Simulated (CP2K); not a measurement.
Consider ammonium dihydrate at its PBE geometry (Å).

```xyz
11

N     0.0362    0.9394    0.0902
O    -1.8456   -0.6046    1.2436
O     1.8075   -0.5154   -1.3398
H    -0.7116    0.3216    0.5241
H    -0.3990    1.6267   -0.5338
H     0.5281    1.4421    0.8368
H     0.7323    0.3575   -0.4624
H    -2.7936   -0.4018    1.3314
H    -1.7341   -1.4964    1.6171
H     1.6105   -1.2888   -1.8972
H     2.7693   -0.3803   -1.4101
```

Method: CP2K XAS_TDP, all-electron GAPW, PBEh(45%), aug-cc-pVDZ, TDA, no relativity.

Question: Predict the bright core excitations at the O K edge.

Leading lines: O2 532.20 eV and O3 532.19 eV. The leading line of an atom is its first one with 35 % of the strongest within 2.5 eV of its lowest line over the strength cut. 

The first six lines of each atom with a strength over 0.0015:

| atom | energy (eV) | states | strength, one atom |
| --- | --- | --- | --- |
| O2 (bonded to 2 H, takes 1 H bond) | 530.76 | 1 | 0.0105 |
|  | 532.20 | 1 | 0.0365 |
|  | 532.58 | 1 | 0.0074 |
|  | 533.64 | 1 | 0.0058 |
|  | 533.97 | 1 | 0.0039 |
|  | 534.48 | 1 | 0.0035 |
| O3 (bonded to 2 H, takes 1 H bond) | 530.75 | 1 | 0.0105 |
|  | 532.19 | 1 | 0.0365 |
|  | 532.56 | 1 | 0.0074 |
|  | 533.62 | 1 | 0.0057 |
|  | 533.96 | 1 | 0.0039 |
|  | 534.46 | 1 | 0.0036 |

Lines are vertical, at one geometry, with no vibrational structure. Without a correction of the core level, line positions, and the gaps between valence and Rydberg lines, follow the share of exact exchange. At this level such K lines come out 3 to 6 eV under measured ones. These values hold no scalar relativity, about 0.4 eV for O 1s. Rydberg lines, and the discretised continuum above threshold, depend on the basis and the box. This is one low-energy arrangement of the cluster, relaxed without a dispersion correction; others exist. The ion (charge +1) is isolated, with no counter-ion or solvent.

[Banner, clock and machine lines of the logs are left out without a mark of their own.]

[Logs are printed without paths, hosts, clocks, repeated set-up lines and the standing remarks that a program may print on its own settings, such as how far it seeks lower states.]

[Hosts, paths, dates, database ids (printed as entryN), source tags and the programs' standing remarks are cut or masked in the printed files.]
